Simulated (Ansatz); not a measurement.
In doubt: one-shot GW on d or f shells is unsure, so the values of those runs are not to be relied on.

FeSi2 (Cmce), computed twice by G0W0.

```yaml
crystal:
  lattice:
    - [4.93150, -3.89550, 0.00000]
    - [4.93150, 3.89550, 0.00000]
    - [0.00000, 0.00000, 7.83300]
  atoms:
    - { symbol: Fe, position: [0.19140, 0.80860, 0.18510] }
    - { symbol: Fe, position: [0.30860, 0.69140, 0.68510] }
    - { symbol: Fe, position: [0.80860, 0.19140, 0.81490] }
    - { symbol: Fe, position: [0.69140, 0.30860, 0.31490] }
    - { symbol: Fe, position: [0.21460, 0.21460, 0.00000] }
    - { symbol: Fe, position: [0.28540, 0.28540, 0.50000] }
    - { symbol: Fe, position: [0.78540, 0.78540, 0.00000] }
    - { symbol: Fe, position: [0.71460, 0.71460, 0.50000] }
    - { symbol: Si, position: [0.32770, 0.41770, 0.22610] }
    - { symbol: Si, position: [0.17230, 0.08230, 0.72610] }
    - { symbol: Si, position: [0.41770, 0.32770, 0.77390] }
    - { symbol: Si, position: [0.08230, 0.17230, 0.27390] }
    - { symbol: Si, position: [0.67230, 0.58230, 0.77390] }
    - { symbol: Si, position: [0.82770, 0.91770, 0.27390] }
    - { symbol: Si, position: [0.58230, 0.67230, 0.22610] }
    - { symbol: Si, position: [0.91770, 0.82770, 0.72610] }
    - { symbol: Si, position: [0.85360, 0.40280, 0.05120] }
    - { symbol: Si, position: [0.64640, 0.09720, 0.55120] }
    - { symbol: Si, position: [0.40280, 0.85360, 0.94880] }
    - { symbol: Si, position: [0.09720, 0.64640, 0.44880] }
    - { symbol: Si, position: [0.14640, 0.59720, 0.94880] }
    - { symbol: Si, position: [0.35360, 0.90280, 0.44880] }
    - { symbol: Si, position: [0.59720, 0.14640, 0.05120] }
    - { symbol: Si, position: [0.90280, 0.35360, 0.55120] }
```

The cell and positions come from the Crystallography Open Database and are kept as given unless a step says otherwise. PAW set soft_2, made with PBE.

The first (Ansatz 0.2.0; start r2SCAN, 2×2×2 mesh, 417 empty bands, screening to 72 eV, plasmon pole; 1 × NVIDIA GB200 (shared by 2 runs) with 24 threads of Arm Neoverse V2, shared host) gave, on its mesh: starting gap 0.97 eV, G0W0 gap 1.28 eV, RPA ε∞ (mean) 21.67, 5.9 s.

Q: The second changes files from default PAW to hard PAW and frequency model from plasmon pole to contour deformation. What does it give?

It gave: starting gap 0.96 eV, G0W0 gap 1.31 eV, RPA ε∞ (mean) 21.70, 12 s. The G0W0 gap moves by +0.03 eV, −0.004 eV from the start and +0.03 eV from the correction.

Limits: not at the basis limit; no spin polarisation; d states lean on the start; coarse k mesh.

[Paths, hosts, dates, memory and timing lines, banners, echoed tables and standing remarks are left out of the program output.]

[Logs are printed without paths, hosts, clocks, repeated set-up lines and the standing remarks that a program may print on its own settings, such as how far it seeks lower states.]

[Runs of the session that timed out or met a known fault of the program may be left out.]

[Cells called generated may have been cut or substituted from an entry of the Crystallography Open Database or the Materials Project.]

[Hosts, paths, dates, database ids (printed as entryN), source tags and the programs' standing remarks are cut or masked in the printed files.]
